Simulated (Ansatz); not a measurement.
# How fast states decay through CsK2Cl3

Wanted: the relaxed cell of CsK2Cl3, its band edges and its decay constants. It is built by putting Cs for Na in the K2NaCl3 structure of space group P-3m1, with the volume rescaled by atomic radii. The parent structure comes from the Materials Project.

Main program and level: Ansatz 0.2.0; PBEsol DFT, plane waves, PAW files, in the first sound run; inputs show where later runs differ.

Report form: the programs' logs are mostly left out.

The structure was built from a prototype and need not be the compound's stable phase.

**1. Set-up**

Symmetry: P-3m1, No. 164, trigonal system. The conventional cell has a = 4.523 Å, b = 4.523 Å, c = 11.186 Å, α = 90.00°, β = 90.00°, γ = 120.00°. K has 6 Cl at 3.28 to 3.29 Å nearest. Cs has 6 Cl at 3.06 Å nearest. Cl has 3 Cs at 3.06 Å and 3 K at 3.28 Å nearest. Cl has 6 K at 3.29 Å nearest. It derives from K2NaCl3. Cs for Na in the K2NaCl3 structure of space group P-3m1. Farther neighbours and most contacts between anions are not listed.

**2. Relaxing the new crystal**

The substituted atoms don't fit the parent's cell, so cell and atoms relax together. A small smearing keeps the run stable in case the gap closes on the way.

Input file input.yaml:

```yaml
crystal:
  lattice:
    - [4.5226476318, 0.0, 0.0]
    - [-2.2613238159, 3.9167277415, 0.0]
    - [0.0, 0.0, 11.1857136699]
  atoms:
    - { symbol: K, position: [0.3333333333, 0.6666666667, 0.67902339] }
    - { symbol: K, position: [0.6666666667, 0.3333333333, 0.32097661] }
    - { symbol: Cs, position: [0.0, 0.0, 0.0] }
    - { symbol: Cl, position: [0.3333333333, 0.6666666667, 0.1429916] }
    - { symbol: Cl, position: [0.6666666667, 0.3333333333, 0.8570084] }
    - { symbol: Cl, position: [0.0, 0.0, 0.5] }
kpoints:
  mp_grid: { grid: [6, 6, 2] }
scf:
  occupations: { method: gaussian, width: 0.03 }
hamiltonian:
  xc: pbesol
output:
  forces: true
  stress: true
relax:
  f_tol: 0.02
  max_steps: 60
  cell: {}
```

Command:

```console
ansatz run input.yaml --threads 2 --pin off --max-ram 4096MiB --backend cpu --events-out ev --progress --plain --runs-dir out
```

The job ended after 14 s (2 threads of Arm Neoverse V2, shared host; peak memory 0.48 GiB; 28 s of CPU time).

Relaxation path:

```csv
step,energy less that of the first step (eV),largest force component (eV/Å),pressure (GPa),volume (Å³)
1,0.0000,1.4172,2.27,198.14
2,-0.4883,0.7235,0.64,204.56
3,-0.7130,0.2504,0.00,205.09
4,-0.7629,0.0214,-0.01,202.02
5,-0.7634,0.0047,0.00,202.07
6,-0.7636,0.0029,-0.01,202.13
7,-0.7637,0.0002,0.00,202.12
8*,-0.7637,0.0002,0.00,202.12
```

Relaxation steps marked * repeat the geometry before them on a plane-wave basis chosen anew for their cell, so energy and pressure can jump there.

The run keeps the 12 symmetry operations that it works with, so distortions that break them were not tested.

```csv
"conventional cell, symmetrised",before,after,change
a (Å),4.523,4.550,+0.6 %
b (Å),4.523,4.550,+0.6 %
c (Å),11.186,11.272,+0.8 %
volume (Å³/atom),33.02,33.69,+2.0 %
```

The atoms that moved most (Å, as changes of fractional coordinates times the final cell):

```csv
atom,dx,dy,dz,length
Cl4,0.000,0.000,0.535,0.535
Cl5,0.000,0.000,-0.535,0.535
K2,0.000,0.000,0.272,0.272
K1,0.000,0.000,-0.272,0.272
```

Numbers from this step:

- free energy: -11811.9694 eV
- Fermi energy: 3.702 eV
- pressure: -0.004220 GPa

The largest force component on a free atom ends at 1.9e-4 eV/Å.

**3. Band edges**

The energy window and the wavevectors of the next steps follow from the band edges, so these are searched first, off the mesh as well.

Input file input.yaml:

```yaml
crystal:
  lattice:
    - [4.5503260681, 0.0, 0.0]
    - [-2.275163034, 3.9406979705, 0.0]
    - [0.0, 0.0, 11.2716110142]
  atoms:
    - { symbol: K, position: [0.3333333333, 0.6666666667, 0.6548968165] }
    - { symbol: K, position: [0.6666666667, 0.3333333333, 0.3451031835] }
    - { symbol: Cs, position: [0.0, 0.0, 0.0] }
    - { symbol: Cl, position: [0.3333333333, 0.6666666667, 0.1904898212] }
    - { symbol: Cl, position: [0.6666666667, 0.3333333333, 0.8095101788] }
    - { symbol: Cl, position: [0.0, 0.0, 0.5] }
kpoints:
  mp_grid: { grid: [6, 6, 2] }
  band_path: { path: [VBM, CBM], npoints: 30 }
scf:
  occupations: { method: fixed }
hamiltonian:
  xc: pbesol
output:
  eigenvalues: true
  write_potential: true
  write_density: true
  volumetric_format: npy
```

It took 8.6 s on 2 threads; peak memory 0.44 GiB.

This step gave:

- free energy: -11811.9695 eV
- Fermi energy: 1.230 eV
- gap on the k-mesh: 4.946 eV
- gap on path: 4.946 eV, by band count; negative where bands overlap
- direct gap on path: 4.946 eV
- edge places on path: 0, 0 1/A along the path

Levels at VBM (eV): -5.65, -5.56, -5.56, -0.84, -0.75, -0.33, -0.33, -0.33, -0.33, -0.05, -0.05, 0.00, 4.95, 6.36, 6.87, 7.03, 7.50, 7.50.

The searched edges give 4.95 eV, as on the mesh.

**4. Complex bands**

This step: PBEsol DFT, plane waves, PAW files; complex bands by layer matching along the plane's normal (Ansatz 0.2.0).

The same crystal is laid in a cell whose first two vectors span the (001) plane (indices of the standard conventional cell, whose axes can be ordered otherwise than in the bulk input). At fixed energy and wavevector in the plane the solver finds all kz, real and complex. A few wavevectors are listed, (0, 0) and (0.5, 0) in units of the plane's reciprocal vectors; the slowest state needn't be among them.

Input file input.yaml:

```yaml
crystal:
  lattice:
    - [4.550326068, 0.0, 0.0]
    - [2.275163034, 3.94069797, 0.0]
    - [0.0, 0.0, 11.271611014]
  atoms:
    - { symbol: K, position: [0.6666666667, 0.6666666667, 0.6548968165] }
    - { symbol: K, position: [0.3333333333, 0.3333333333, 0.3451031835] }
    - { symbol: Cs, position: [0.0, 0.0, 0.0] }
    - { symbol: Cl, position: [0.6666666667, 0.6666666667, 0.1904898212] }
    - { symbol: Cl, position: [0.3333333333, 0.3333333333, 0.8095101788] }
    - { symbol: Cl, position: [0.0, 0.0, 0.5] }
kpoints:
  mp_grid: { grid: [6, 6, 2] }
scf:
  occupations: { method: fixed }
hamiltonian:
  xc: pbesol
output:
  eigenvalues: true
  transmission:
    leads: [[0, 0]]
    kpoints: [[0.0, 0.0], [0.5, 0.0]]
    e_range: [-1.0, 5.95]
    de: 0.14
```

Run time: 26 s. Hardware: 2 threads; peak memory 0.63 GiB.

This step gave:

```
level to which the leads are filled                       : 2.473 eV from the Fermi level
decay constant at the filling level, zone centre          : 0.4088 Å⁻¹
decay constant at the filling level, slowest listed point : 0.4088 Å⁻¹
```

K parallel (0, 0); values up to 1.5 1/Å, a degenerate pair printed once or twice; energies at which all values exceed this have no row. Im kz of the slowest decaying states against energy, zero at the highest filled level on the SCF mesh:

```csv
energy (eV),decay 1 (Å⁻¹),decay 2 (Å⁻¹),decay 3 (Å⁻¹),decay 4 (Å⁻¹)
-1.00,0.606,1.08,1.31,-
-0.72,0.466,1.07,1.29,-
-0.44,0.155,1.06,1.28,-
-0.16,0.0265,1.04,1.26,-
-0.02,0.143,1.03,1.25,-
0.12,0.160,0.325,1.03,1.24
0.40,0.270,0.479,1.01,1.22
0.68,0.328,0.563,0.997,1.20
0.96,0.365,0.618,0.982,1.18
1.24,0.389,0.656,0.966,1.16
1.52,0.404,0.685,0.949,1.14
1.80,0.412,0.705,0.932,1.12
2.08,0.414,0.720,0.914,1.10
2.36,0.412,0.730,0.896,1.07
2.50,0.409,0.733,0.887,1.06
2.78,0.399,0.738,0.867,1.04
3.06,0.385,0.739,0.847,1.01
3.34,0.367,0.737,0.825,0.986
3.62,0.343,0.733,0.803,0.959
3.90,0.313,0.726,0.780,0.931
4.18,0.275,0.716,0.755,0.902
4.46,0.225,0.704,0.729,0.872
4.74,0.150,0.689,0.701,0.840
5.02,0.670,0.671,0.808,-
5.30,0.637,0.649,0.775,-
5.58,0.0313,0.600,0.623,0.740
5.86,0.556,0.592,0.705,-
```

K parallel (0.5, 0); values up to 1.5 1/Å, a degenerate pair printed once or twice; energies at which all values exceed this have no row. Im kz of the slowest decaying states against energy, zero at the highest filled level on the SCF mesh:

```csv
energy (eV),decay 1 (Å⁻¹),decay 2 (Å⁻¹),decay 3 (Å⁻¹),decay 4 (Å⁻¹)
-1.00,0.456,0.817,0.921,-
-0.72,0.101,0.680,0.917,-
-0.44,0.270,0.910,-,-
-0.16,0.109,0.302,0.901,-
-0.02,0.209,0.289,0.557,0.896
0.12,0.288,0.374,0.668,0.891
0.40,0.384,0.475,0.792,0.879
0.68,0.446,0.538,0.863,0.866
0.96,0.490,0.583,0.852,0.908
1.24,0.523,0.616,0.838,0.937
1.52,0.547,0.641,0.823,0.956
1.80,0.565,0.661,0.808,0.968
2.08,0.576,0.676,0.794,0.975
2.36,0.582,0.686,0.780,0.978
2.50,0.583,0.689,0.774,0.978
2.78,0.581,0.692,0.765,0.977
3.06,0.573,0.690,0.759,0.973
3.34,0.560,0.683,0.756,0.968
3.62,0.541,0.673,0.755,0.961
3.90,0.516,0.661,0.754,0.953
4.18,0.486,0.648,0.753,0.942
4.46,0.449,0.633,0.752,0.931
4.74,0.403,0.615,0.748,0.918
5.02,0.345,0.596,0.744,0.904
5.30,0.264,0.574,0.737,0.888
5.58,0.0394,0.548,0.729,0.871
5.86,0.159,0.519,0.718,0.835
```

At the listed wavevectors the last open channel is at -0.02 eV and the next at +5.02 eV on the grid. At +2.50 eV, the grid energy nearest the filling level (the middle of the gap on the SCF mesh), the slowest state at the listed wavevectors decays with κ = 0.409 Å⁻¹, its amplitude falling by e over 2.4 Å. Through 1 nm of this crystal that state's transmission falls by exp(−2 × 0.409 Å⁻¹ × 10 Å) = 2.8e-4.

**5. Decay over the two-dimensional zone**

The listed points could miss the slowest state, so one energy near mid-gap is solved on a mesh of 8×8.

Changes to input.yaml since step 4:

```diff
@@ -20,6 +20,2 @@
   eigenvalues: true
-  transmission:
-    leads: [[0, 0]]
-    kpoints: [[0.0, 0.0], [0.5, 0.0]]
-    e_range: [-1.0, 5.95]
-    de: 0.14
+  transmission: { leads: [[0, 0]], kmesh: [8, 8], e_range: [2.47, 2.48], de: 0.05 }
```

Elapsed: 11 s, on 2 threads; peak memory 0.68 GiB; 22 s of CPU time.

This step gave:

* least decay constant on the mesh: 0.4095 Å⁻¹

Slowest decay constant (1/Å; 0 where a channel is open) over k1 and k2. At 2.4700 eV from the Fermi level.

Values, 8 rows by 8 columns:
```
0.638 0.752 0.752 0.638 0.604 0.660 0.660 0.604
0.758 0.752 0.758 0.660 0.576 0.655 0.576 0.660
0.638 0.638 0.660 0.655 0.510 0.510 0.655 0.660
0.583 0.604 0.576 0.510 0.409 0.510 0.576 0.604
0.638 0.660 0.655 0.510 0.510 0.655 0.660 0.638
0.758 0.660 0.576 0.655 0.576 0.660 0.758 0.752
0.638 0.604 0.660 0.660 0.604 0.638 0.752 0.752
0.583 0.638 0.758 0.638 0.583 0.638 0.758 0.638
```
Columns: k1 (b1) from -0.5 to 0.375; rows upwards: k2 (b2) from -0.5 to 0.375.

The least value on the mesh is 0.409 Å⁻¹ at +2.47 eV. At that energy the listed points give about 0.409 Å⁻¹ by interpolation, so the mesh holds no clearly slower state.

**6. Band edges at another level**

This step: PBEsol DFT, plane waves, JTH PAW files (Ansatz 0.2.0).

The edges again with JTH files, at the same atoms.

Input file input.yaml:

```yaml
crystal:
  lattice:
    - [4.5503260681, 0.0, 0.0]
    - [-2.275163034, 3.9406979705, 0.0]
    - [0.0, 0.0, 11.2716110142]
  atoms:
    - { symbol: K, position: [0.3333333333, 0.6666666667, 0.6548968165] }
    - { symbol: K, position: [0.6666666667, 0.3333333333, 0.3451031835] }
    - { symbol: Cs, position: [0.0, 0.0, 0.0] }
    - { symbol: Cl, position: [0.3333333333, 0.6666666667, 0.1904898212] }
    - { symbol: Cl, position: [0.6666666667, 0.3333333333, 0.8095101788] }
    - { symbol: Cl, position: [0.0, 0.0, 0.5] }
kpoints:
  mp_grid: { grid: [6, 6, 2] }
  band_path: { path: [VBM, CBM], npoints: 30 }
scf:
  occupations: { method: fixed }
hamiltonian:
  xc: pbesol
  pseudopotentials: { kind: paw, source: jth }
output:
  eigenvalues: true
```

Wall time 0.02 s (2 threads); peak memory 0.037 GiB.

The program refused the input before any cycle.

The program's message: “Error: inconsistent input (hamiltonian.pseudopotentials.source, hamiltonian.xc, hamiltonian.pseudopotentials.xc_functional): this build's library has no table of `source: jth` for `kind: paw` and the …”

**7. A check of the settings**

This step: PBEsol DFT, plane waves, PAW files; complex bands by layer matching along the plane's normal; changed: output.transmission.e_range = [-3, 3], output.transmission.de = 0.05 (Ansatz 0.2.0).

This run repeats an earlier one, its twin (the complex run, plane (001)), with two settings changed (output.transmission.e_range, output.transmission.de; files written aside). It is meant to test what the energy window and step decide. Where the input is shown as a difference, that is against the step before, not the twin.

Input file input.yaml:

```yaml
crystal:
  lattice:
    - [4.550326068, 0.0, 0.0]
    - [2.275163034, 3.94069797, 0.0]
    - [0.0, 0.0, 11.271611014]
  atoms:
    - { symbol: K, position: [0.6666666667, 0.6666666667, 0.6548968165] }
    - { symbol: K, position: [0.3333333333, 0.3333333333, 0.3451031835] }
    - { symbol: Cs, position: [0.0, 0.0, 0.0] }
    - { symbol: Cl, position: [0.6666666667, 0.6666666667, 0.1904898212] }
    - { symbol: Cl, position: [0.3333333333, 0.3333333333, 0.8095101788] }
    - { symbol: Cl, position: [0.0, 0.0, 0.5] }
kpoints:
  mp_grid: { grid: [6, 6, 2] }
scf:
  occupations: { method: fixed }
hamiltonian:
  xc: pbesol
output:
  eigenvalues: true
  transmission:
    leads: [[0, 0]]
    kpoints: [[0.0, 0.0], [0.5, 0.0]]
    e_range: [-3, 3]
    de: 0.05
```

Wall time 47 s (2 threads); peak memory 0.68 GiB; 71 s of CPU time.

Numbers from this step:

```yaml
decay_constant_at_the_filling_level_zone_centre: 0.4100 Å⁻¹
decay_constant_at_the_filling_level_slowest_listed_point: 0.41 Å⁻¹
```

K parallel (0, 0); values up to 1.5 1/Å, a degenerate pair printed once or twice; energies at which all values exceed this have no row. Table of Im kz of the slowest decaying states by energy, zero at the highest filled level on the SCF mesh:

```csv
energy (eV),decay 1 (Å⁻¹),decay 2 (Å⁻¹),decay 3 (Å⁻¹),decay 4 (Å⁻¹)
-3.000,0.720,1.03,1.17,1.41
-2.500,0.644,0.963,1.15,1.38
-2.000,0.544,0.877,1.13,1.36
-1.500,0.399,0.766,1.10,1.34
-1.000,0.606,1.08,1.31,-
-0.500,0.266,1.06,1.28,-
0.000,0.00202,0.184,1.03,1.25
0.500,0.294,0.513,1.01,1.21
1.000,0.369,0.624,0.980,1.18
1.500,0.403,0.683,0.950,1.14
2.000,0.414,0.716,0.920,1.10
2.500,0.409,0.733,0.887,1.06
3.000,0.389,0.739,0.851,1.02
```

K parallel (0.5, 0); values up to 1.5 1/Å, a degenerate pair printed once or twice; energies at which all values exceed this have no row. Table of Im kz of the slowest decaying states by energy, zero at the highest filled level on the SCF mesh:

```csv
energy (eV),decay 1 (Å⁻¹),decay 2 (Å⁻¹),decay 3 (Å⁻¹),decay 4 (Å⁻¹)
-3.0000,0.672,0.928,1.05,1.10
-2.7500,0.643,0.922,1.00,1.09
-2.5000,0.610,0.917,0.957,1.07
-2.2500,0.571,0.903,0.916,1.05
-2.0000,0.524,0.840,0.917,1.02
-1.7500,0.465,0.767,0.920,0.990
-1.5000,0.390,0.684,0.923,0.948
-1.2500,0.277,0.586,0.893,0.923
-1.0000,0.456,0.817,0.921,-
-0.7500,0.198,0.699,0.918,-
-0.5000,0.449,0.912,-,-
-0.2500,0.0842,0.243,0.904,-
0.0000,0.223,0.304,0.577,0.895
0.2500,0.339,0.428,0.735,0.885
0.5000,0.409,0.501,0.821,0.875
0.7500,0.458,0.551,0.863,0.876
1.0000,0.495,0.588,0.850,0.913
1.2500,0.524,0.617,0.837,0.938
1.5000,0.546,0.640,0.824,0.955
1.7500,0.562,0.658,0.811,0.966
2.0000,0.574,0.672,0.798,0.973
2.2500,0.581,0.682,0.785,0.977
2.5000,0.583,0.689,0.774,0.978
2.7500,0.581,0.692,0.766,0.977
3.0000,0.575,0.691,0.760,0.974
```

The least decay constant is 0.41 Å⁻¹ against 0.409 Å⁻¹ in the twin: no change within 1 %, at 1.8 times the CPU time.

**8. Results**

```
band gap                                         : 4.95 eV
least decay constant at mid-gap, normal to (001) : 0.409 Å⁻¹
least decay constant on a mesh, normal to (001)  : 0.409 Å⁻¹
```

With PBEsol, the slowest decay at the wavevectors tried is κ = 0.409 Å⁻¹, normal to (001). Through such a film the transmission near mid-gap falls as exp(−2κd), a factor of ten every 2.8 Å. A free electron under a barrier of half the gap would need a mass of 0.26 mₑ to decay at this rate. The compound is made up by substitution; its stability against other phases and against distortions of the cell's symmetry was not tested. A semilocal functional narrows gaps, so real decay constants are likely larger.

[Logs are printed without paths, hosts, clocks, repeated set-up lines and the standing remarks that a program may print on its own settings, such as how far it seeks lower states.]

[Hosts, paths, dates, database ids (printed as entryN), source tags and the programs' standing remarks are cut or masked in the printed files.]
